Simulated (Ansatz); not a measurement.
# SrNiO3 (cubic perovskite) (Pm-3m): how robust is the cRPA U?

Wanted: the sensitivity and cost of U and J for SrNiO3 (cubic perovskite) (Pm-3m).

Program: Ansatz 0.2.0. Level of theory: constrained RPA on LDA, plane waves, PAW. Results are calculated unless marked as measured.

The structure was built from a prototype and need not be the compound's stable phase.

### Step 1. The starting structure

It takes space group Pm-3m (No. 221, cubic). The conventional cell has a = 3.732 Å, b = 3.732 Å, c = 3.732 Å, α = 90.00°, β = 90.00°, γ = 90.00°. Nearest to Sr lie 12 O at 2.64 Å. Nearest to Ni lie 6 O at 1.87 Å. O has 2 Ni at 1.87 Å and 4 Sr at 2.64 Å nearest. Farther neighbours and most contacts between anions are not listed.

The structure was relaxed with LDA. The structure type comes from a generator and need not be one that this composition takes. The structure was generated from a model, not taken from a measurement. The runs that relaxed it are not among those shown. The program's search for lower electronic states was switched off, so nothing shows that the state found is the lowest. The default PAW set here is soft_2. Its files were made with PBE.

### Step 2. Base: Ni d + anion p, bands v12 to c2, 4×4×4 mesh, medium accuracy

Constrained RPA screens the interaction with every transition except those inside the target bands, which a later many-body model would treat itself.

Contents of input.yaml:

```yaml
crystal:
  lattice:
    - [0.0, -3.73164954, 0.0]
    - [0.0, 0.0, 3.73164954]
    - [-3.73164954, 0.0, 0.0]
  atoms:
    - { symbol: Sr, position: [0.0, 0.0, 0.0] }
    - { symbol: Ni, position: [0.5, 0.5, 0.5] }
    - { symbol: O, position: [0.5, 0.5, 0.0] }
    - { symbol: O, position: [0.5, 0.0, 0.5] }
    - { symbol: O, position: [0.0, 0.5, 0.5] }
kpoints:
  mp_grid: { grid: [8, 8, 8] }
hamiltonian:
  xc: lda
scf:
  occupations: { method: gaussian, width: 0.08 }
  n_extra_bands: 19
  max_iter: 150
  lower_state_search: "off"
output:
  crpa:
    kmesh: [4, 4, 4]
    target_bands: [v12, c2]
    projections: [{ species: Ni, l: d, shell: 3 }, { species: O, l: p, shell: 2 }]
  local_orbitals:
    kmesh: [8, 8, 8]
    orbitals: [{ species: Ni, l: d, shell: 3 }, { species: O, l: p, shell: 2 }]
    window: { bands: [v12, c2] }
    seedname: lo
```

The run is started by

```console
ansatz run input.yaml --threads 4 --pin off --max-ram 9216MiB --backend cpu --events-out ev --progress --plain --runs-dir out
```

Numbers of over 12 decimals in the logs are rounded to 6 here.

The log of the run:

```text
scf.n_extra_bands = 19 over 23 filled bands (N_el = 46.0): the run solves 42 bands
Engine: ansatz 0.2.0, aarch64-unknown-linux-gnu
Pseudopotentials: kind: paw
Pseudopotential: Sr, paw, valence charge 10, recommended cutoff 420 eV (normal), Sr.paw.azcp
Pseudopotential: Ni, paw, valence charge 18, recommended cutoff 420 eV (normal), Ni.paw.azcp
Pseudopotential: O, paw, valence charge 6, recommended cutoff 420 eV (normal), O.paw.azcp
Functional definition: SPW92
  exchange = slater_x
  correlation = pw_c
Crystal: 5 atoms, lattice volume = 51.964 Å³
Basis set: ecut = 420 eV, 1021 PW (Γ)
Bands: 42, of which v1, the nominal top of the filled ones, is band 23 counted from 1 (22 counted from 0)
Symmetry: 48 space group operations
Space group: Pm-3m (ITA 221), of the structure as read, at distance tolerance 3.7e-5 Å
k-points: 35 of 512
Non-local potential: Sr, projectors of the file, l = 0: 3, l = 1: 2, l = 2: 2
Non-local potential: Ni, projectors of the file, l = 0: 3, l = 1: 2, l = 2: 3, l = 3: 1
Non-local potential: O, projectors of the file, l = 0: 2, l = 1: 2, l = 2: 1
PAW form: soft (Blöchl's): semilocal exchange-correlation on the pseudo side does not see the compensation charge
PAW frozen core: Sr, regenerated for the run's functional, and the local potential with it (the file was generated under x = pbe(κ = 0.804, μ = 0.219515), c = pbe(β = 0.066725))
PAW frozen core: Ni, regenerated for the run's functional, and the local potential with it (the file was generated under x = pbe(κ = 0.804, μ = 0.219515), c = pbe(β = 0.066725))
PAW frozen core: O, regenerated for the run's functional, and the local potential with it (the file was generated under x = pbe(κ = 0.804, μ = 0.219515), c = pbe(β = 0.066725))
PAW one-centre angular grid: Sr, 110 points (default); XC on 64 Gauss nodes
PAW one-centre angular grid: Ni, 590 points (default); XC on 64 Gauss nodes
PAW one-centre angular grid: O, 110 points (default); XC on 64 Gauss nodes
Initial density: superposition of atomic densities (neutral atoms: chi_scale 0, normalization atom), corrected by the library's trained network
Initial wavefunctions: pseudopotential atomic-orbital guess
Functional: x = slater, c = lda
SCF iter   1: F=—  HF=-10884.166775 eV  |F-HF|=—  |Δ(HF+E_count)|=         —  Δρ=4.52e-2  dr2=9.66e-1  ethr=1.77e-3  ⟨swp⟩=6.9  Hψ=7137  notcnv=0  defer=310
preconditioner: auto → Kerker (q_TF=auto, 2.673 Å⁻¹)  [metal: Δε(μ)=0.036 eV  Ē_g=20.746 eV  σ=0.080 eV  W_gap=0.25  n_scr=18 (ndim 8)  ℏωp=30.9 eV  f_vac=0.000  D(μ)=5.82/eV (n_scr^D=80)]
SCF iter   2: F=—  HF=-10884.101131 eV  |F-HF|=—  |Δ(HF+E_count)|=   6.56e-2  Δρ=2.32e-2  dr2=2.72e-1  ethr=1.77e-3  ⟨swp⟩=1.7  Hψ=1786  notcnv=0  defer=352
[...]
Fermi energy:    10.770636 eV
--- Per-component energies (eV) ---
  E_band       = -406.634640
  E_kinetic    = 1048.764201
  E_local      = -6007.460511  (includes V_loc(G=0)·N_el)
  E_nonlocal   = 988.297721
  E_hartree    = 2389.300340
  E_xc         = -475.605832
  E_vxc        = -553.529208  (∫ρ·V_xc dr)
  E_paw        = -4591.739966  (= ΣΔE_a)
  E_vpaw       = -661.313202  (= ΣTr[D̂ρ^β])
  E_aug_tail   = 0.007284  (compensation charges beyond the density's cutoff)
  E_ewald      = -4236.632608
  E_core_change = 1.019020  (= ΣΔE_core)
  E_smearing   = -0.021820  (= −TS)
  E_closure    = 0.000000  (closes the sum)
  Σ components = -10884.072170   (vs F -10884.072170, Δ=0.00e0)
--- Band table (eV; the first three rows and the last of 35) ---
  k-point 0: bands = [... 19 lower, 9.5082, 9.5466, 9.5466, 10.3213, 10.3213, 10.3213, 16.6546, 16.6546, ... 15 higher]
  k-point 1: bands = [... 19 lower, 9.5558, 9.6712, 9.6712, 10.3585, 10.3585, 10.7096, 16.9546, 16.9753, ... 15 higher]
  k-point 2: bands = [... 19 lower, 9.5580, 9.7604, 9.7604, 10.5591, 10.5591, 11.3538, 17.7412, 17.7628, ... 15 higher]
  k-point 34: bands = [... 19 lower, 10.8306, 10.8452, 10.8452, 10.8452, 14.2038, 14.2038, 18.6154, 18.6154, ... 15 higher]
--- cRPA (band scheme, projected local orbitals): target bands 12..25 (1-based), 14 Wannier function(s), 4×4×4 mesh, 50 bands' worth read of 55 solved, ecut_chi 136.0 eV, v(q+G=0) probe_charge, pair densities all_electron ---
  bands read: the sum over 50 bands ends inside a degenerate multiplet in 1 slot, whose members it reads at an even weight; the widest, k=42: bands 49 to 51 (counted from 1) at 2/3 each
  χ-basis size per q: N_G = 160..196
  window electrons = 24.0000, filled by tetrahedron_uncorrected; constrained ε̄⁻¹(q = 0, 0) head = 0.355262; min gauge Gram eig = 0.7692
  Kanamori averages over each shell's own Wannier functions (sites counted from 0, functions from 1):
  Each shell's averages of U are screened by what lies outside the whole window alone: parameters of one model of all the shells.
    Site 1, 3D, 5 of 5 d orbitals (Wannier functions 1, 2, 3, 4, 5; wannier90's mr 1, 2, 3, 4, 5):
      screened: U = 11.5245 eV, U' = 9.9051 eV, J = 0.8146 eV
      screened, to within: U = 2.6e-2 eV, U' = 2.6e-2 eV, J = 1.4e-3 eV
      bare: V = 27.3189 eV, V' = 25.3827 eV, J = 0.9614 eV
    Site 2, 2P, 3 of 3 p orbitals (Wannier functions 6, 7, 8; wannier90's mr 1, 2, 3):
      screened: U = 7.7964 eV, U' = 6.3498 eV, J = 0.7157 eV
      screened, to within: U = 1.2e-2 eV, U' = 1.2e-2 eV, J = 1.1e-3 eV
      bare: V = 19.0456 eV, V' = 17.2082 eV, J = 0.9086 eV
    Site 3, 2P, 3 of 3 p orbitals (Wannier functions 9, 10, 11; wannier90's mr 1, 2, 3):
      screened: U = 7.7964 eV, U' = 6.3498 eV, J = 0.7157 eV
      screened, to within: U = 1.2e-2 eV, U' = 1.2e-2 eV, J = 1.1e-3 eV
      bare: V = 19.0456 eV, V' = 17.2082 eV, J = 0.9086 eV
    Site 4, 2P, 3 of 3 p orbitals (Wannier functions 12, 13, 14; wannier90's mr 1, 2, 3):
      screened: U = 7.7964 eV, U' = 6.3498 eV, J = 0.7157 eV
      screened, to within: U = 1.2e-2 eV, U' = 1.2e-2 eV, J = 1.1e-3 eV
      bare: V = 19.0456 eV, V' = 17.2082 eV, J = 0.9086 eV
  Hermiticity witness max|P − P†| over intra, direct and exchange elements: 8.88e-15 eV (screened), 1.78e-15 eV (bare)
  Reality witness max|Im| over intra, direct and exchange elements: 1.69e-8 eV (screened), 6.35e-9 eV (bare)
[key lines of the parts left out:]
SCF converged after 8 iterations
Free energy (F): -10884.072170 eV
```

Wall time 3.2 min (4 threads of Arm Neoverse V1, shared host); peak memory 0.66 GiB; 12 min of CPU time.

In the SCF lines HF is the Harris–Foulkes energy and dr2 the Hartree energy of the density residual, in eV; the loop may stop once dr2 is under the threshold and the program's other checks hold. Hψ counts applications of the Hamiltonian.

Numbers from this step:

```yaml
u: 11.52 eV
u_prime_inter_orbital: 9.905 eV
j: 0.8146 eV
bare_v: 27.32 eV
bare_j: 0.9614 eV
stated_bound_on_u: 0.02516 eV
u_over_bare_v: 0.4219
electrons_in_the_window: 24.00
head_of_the_constrained_inverse_dielectric_matrix: 0.3553
least_eigenvalue_of_the_projection_s_overlap: 0.7692
target_functions: 14
bands_in_the_sums: 50
r_m_s_miss_of_the_model_bands: 1.53e-4 eV
width_of_the_target_bands: 10.65 eV
weight_of_the_projected_orbitals_in_the_window: 0.9548
```

On the Ni d shell, screening brings the on-site interaction from 27.3 eV down to U = 11.52 eV.

### Step 3. Changed: 2×2×2 mesh

input.yaml, the sections that differ from step 2:

```yaml
output:
  crpa:
    kmesh: [2, 2, 2]
    target_bands: [v12, c2]
    projections: [{ species: Ni, l: d, shell: 3 }, { species: O, l: p, shell: 2 }]
# crystal, kpoints, hamiltonian, scf: as in step 2
```

The log of the run:

```text
[...]
Crystal: 5 atoms, lattice volume = 51.964 Å³
Basis set: ecut = 420 eV, 1021 PW (Γ)
Bands: 42, of which v1, the nominal top of the filled ones, is band 23 counted from 1 (22 counted from 0)
Symmetry: 48 space group operations
[...]
k-points: 35 of 512
[...]
SCF iter   1: F=—  HF=-10884.166775 eV  |F-HF|=—  |Δ(HF+E_count)|=         —  Δρ=4.52e-2  dr2=9.66e-1  ethr=1.77e-3  ⟨swp⟩=6.9  Hψ=7137  notcnv=0  defer=310
[...]
SCF iter   8: F=-10884.072170 eV  HF=-10884.072170 eV  |F-HF|=8.49e-8  |Δ(HF+E_count)|=   6.67e-7  Δρ=1.34e-5  dr2=9.68e-8  ethr=2.17e-10  ⟨swp⟩=10.1  Hψ=7624  notcnv=0
SCF 1 converged in 8 iterations: F = -10884.072170 eV  dr2 = 9.68e-8
[...]
NSCF: frozen V_eff on 4 k-points
[...]
cRPA screening: q 1/8
cRPA screening: q 2/8
cRPA screening: q 5/8 (q-point 4)
cRPA screening: q 8/8
SCF converged after 8 iterations
Free energy (F): -10884.072170 eV
[...]
χ-basis size per q: N_G = 160..196
[...]
screened: U = 11.5266 eV, U' = 9.9007 eV, J = 0.8141 eV
      screened, to within: U = 2.1e-2 eV, U' = 2.1e-2 eV, J = 1.4e-3 eV
      bare: V = 27.3935 eV, V' = 25.4556 eV, J = 0.9626 eV
    Site 2, 2P, 3 of 3 p orbitals (Wannier functions 6, 7, 8; wannier90's mr 1, 2, 3):
      screened: U = 7.8128 eV, U' = 6.3552 eV, J = 0.7199 eV
      screened, to within: U = 9.4e-3 eV, U' = 9.4e-3 eV, J = 1.1e-3 eV
      bare: V = 19.2354 eV, V' = 17.3881 eV, J = 0.9118 eV
    Site 3, 2P, 3 of 3 p orbitals (Wannier functions 9, 10, 11; wannier90's mr 1, 2, 3):
      screened: U = 7.8128 eV, U' = 6.3552 eV, J = 0.7199 eV
      screened, to within: U = 9.4e-3 eV, U' = 9.4e-3 eV, J = 1.1e-3 eV
      bare: V = 19.2354 eV, V' = 17.3881 eV, J = 0.9118 eV
    Site 4, 2P, 3 of 3 p orbitals (Wannier functions 12, 13, 14; wannier90's mr 1, 2, 3):
      screened: U = 7.8128 eV, U' = 6.3552 eV, J = 0.7199 eV
      screened, to within: U = 9.4e-3 eV, U' = 9.4e-3 eV, J = 1.1e-3 eV
      bare: V = 19.2354 eV, V' = 17.3881 eV, J = 0.9118 eV
[...]
[key lines of the parts left out:]
Fermi energy:    10.770636 eV
```

It took 16 s on 4 threads; peak memory 0.56 GiB; 55 s of CPU time.

Numbers from this step:

```
U                                                 : 11.53 eV
U prime (inter-orbital)                           : 9.901 eV
J                                                 : 0.8141 eV
bare V                                            : 27.39 eV
bare J                                            : 0.9626 eV
stated bound on U                                 : 0.02004 eV
U over bare V                                     : 0.4208
electrons in the window                           : 24.00
head of the constrained inverse dielectric matrix : 0.3365
least eigenvalue of the projection's overlap      : 0.7692
target functions                                  : 14
bands in the sums                                 : 50
width of the target bands                         : 10.65 eV
weight of the projected orbitals in the window    : 0.9548
```

On the Ni d shell, screening brings the on-site interaction from 27.4 eV down to U = 11.53 eV.

### Step 4. Changed: sums over states on smooth products

input.yaml: that of step 3 with these lines changed.

```diff
@@ -22,4 +22,8 @@
   crpa:
-    kmesh: [2, 2, 2]
+    kmesh: [4, 4, 4]
     target_bands: [v12, c2]
     projections: [{ species: Ni, l: d, shell: 3 }, { species: O, l: p, shell: 2 }]
+    accuracy: sum_over_states
+    pair_densities: pseudo
+    n_empty_bands: 46
+    ecut_chi: 136
```

The log of the run:

```text
[...]
Crystal: 5 atoms, lattice volume = 51.964 Å³
Basis set: ecut = 420 eV, 1021 PW (Γ)
Bands: 42, of which v1, the nominal top of the filled ones, is band 23 counted from 1 (22 counted from 0)
Symmetry: 48 space group operations
[...]
k-points: 35 of 512
[...]
screened: U = 8.1173 eV, U' = 6.4195 eV, J = 0.8416 eV
      bare: V = 19.0456 eV, V' = 17.2082 eV, J = 0.9086 eV
    Site 3, 2P, 3 of 3 p orbitals (Wannier functions 9, 10, 11; wannier90's mr 1, 2, 3):
      screened: U = 8.1173 eV, U' = 6.4195 eV, J = 0.8416 eV
      bare: V = 19.0456 eV, V' = 17.2082 eV, J = 0.9086 eV
    Site 4, 2P, 3 of 3 p orbitals (Wannier functions 12, 13, 14; wannier90's mr 1, 2, 3):
      screened: U = 8.1173 eV, U' = 6.4195 eV, J = 0.8416 eV
      bare: V = 19.0456 eV, V' = 17.2082 eV, J = 0.9086 eV
[...]
[key lines of the parts left out:]
SCF converged after 8 iterations
Free energy (F): -10884.072170 eV
Fermi energy:    10.770636 eV
```

Run time: 10 s. Hardware: 4 threads; peak memory 0.51 GiB; 36 s of CPU time.

This variant gives U = 12.73 eV against 11.52 eV. It is a finite sum over empty states with no bound on its error and stays out of the table below.

### Step 5. Changed: accuracy low

input.yaml: that of step 4 with these lines changed.

```diff
@@ -25,5 +25,2 @@
     projections: [{ species: Ni, l: d, shell: 3 }, { species: O, l: p, shell: 2 }]
-    accuracy: sum_over_states
-    pair_densities: pseudo
-    n_empty_bands: 46
-    ecut_chi: 136
+    accuracy: low
```

The log of the run:

```text
[...]
Crystal: 5 atoms, lattice volume = 51.964 Å³
Basis set: ecut = 420 eV, 1021 PW (Γ)
Bands: 42, of which v1, the nominal top of the filled ones, is band 23 counted from 1 (22 counted from 0)
Symmetry: 48 space group operations
[...]
k-points: 35 of 512
[...]
screened: U = 7.7905 eV, U' = 6.3450 eV, J = 0.7152 eV
      screened, to within: U = 8.4e-2 eV, U' = 8.4e-2 eV, J = 1.1e-2 eV
      bare: V = 19.0456 eV, V' = 17.2082 eV, J = 0.9086 eV
    Site 4, 2P, 3 of 3 p orbitals (Wannier functions 12, 13, 14; wannier90's mr 1, 2, 3):
      screened: U = 7.7905 eV, U' = 6.3450 eV, J = 0.7152 eV
      screened, to within: U = 8.4e-2 eV, U' = 8.4e-2 eV, J = 1.1e-2 eV
      bare: V = 19.0456 eV, V' = 17.2082 eV, J = 0.9086 eV
[...]
[key lines of the parts left out:]
SCF converged after 8 iterations
Free energy (F): -10884.072170 eV
Fermi energy:    10.770636 eV
```

The job ended after 2.6 min (4 threads; peak memory 0.6 GiB; 9.6 min of CPU time).

Numbers from this step:

```yaml
u: 11.49 eV
u_prime_inter_orbital: 9.876 eV
j: 0.8138 eV
bare_v: 27.32 eV
bare_j: 0.9614 eV
stated_bound_on_u: 0.1783 eV
u_over_bare_v: 0.4207
electrons_in_the_window: 24.00
head_of_the_constrained_inverse_dielectric_matrix: 0.3552
least_eigenvalue_of_the_projection_s_overlap: 0.7692
target_functions: 14
bands_in_the_sums: 50
width_of_the_target_bands: 10.65 eV
weight_of_the_projected_orbitals_in_the_window: 0.9548
```

On the Ni d shell, screening brings the on-site interaction from 27.3 eV down to U = 11.49 eV.

### Step 6. Changed: orbitals of another atom

input.yaml: that of step 5 with these lines changed.

```diff
@@ -24,3 +24,2 @@
     target_bands: [v12, c2]
-    projections: [{ species: Ni, l: d, shell: 3 }, { species: O, l: p, shell: 2 }]
-    accuracy: low
+    projections: [{ species: O, l: p }]
```

The log of the run:

```text
Error: invalid value for `output.crpa.projections`: 9 orbital(s) selected but the target window spans 14 band(s); name one orbital per band of it
```

It took 0.1 s on 4 threads; peak memory 0.09 GiB.

The program refused the input before any cycle.

The program's message: “Error: invalid value for `output.crpa.projections`: 9 orbital(s) selected but the target window spans 14 band(s); name one orbital per band of it”

The fault put into this input: trial orbitals that do not match the target bands.

[end of part 1 of 2]

[Paths, hosts, dates, memory and timing lines, banners, echoed tables and standing remarks are left out of the program output.]

[Logs are printed without paths, hosts, clocks, repeated set-up lines and the standing remarks that a program may print on its own settings, such as how far it seeks lower states.]

[Runs of the session that timed out or met a known fault of the program may be left out.]

[Hosts, paths, dates, database ids (printed as entryN), source tags and the programs' standing remarks are cut or masked in the printed files.]
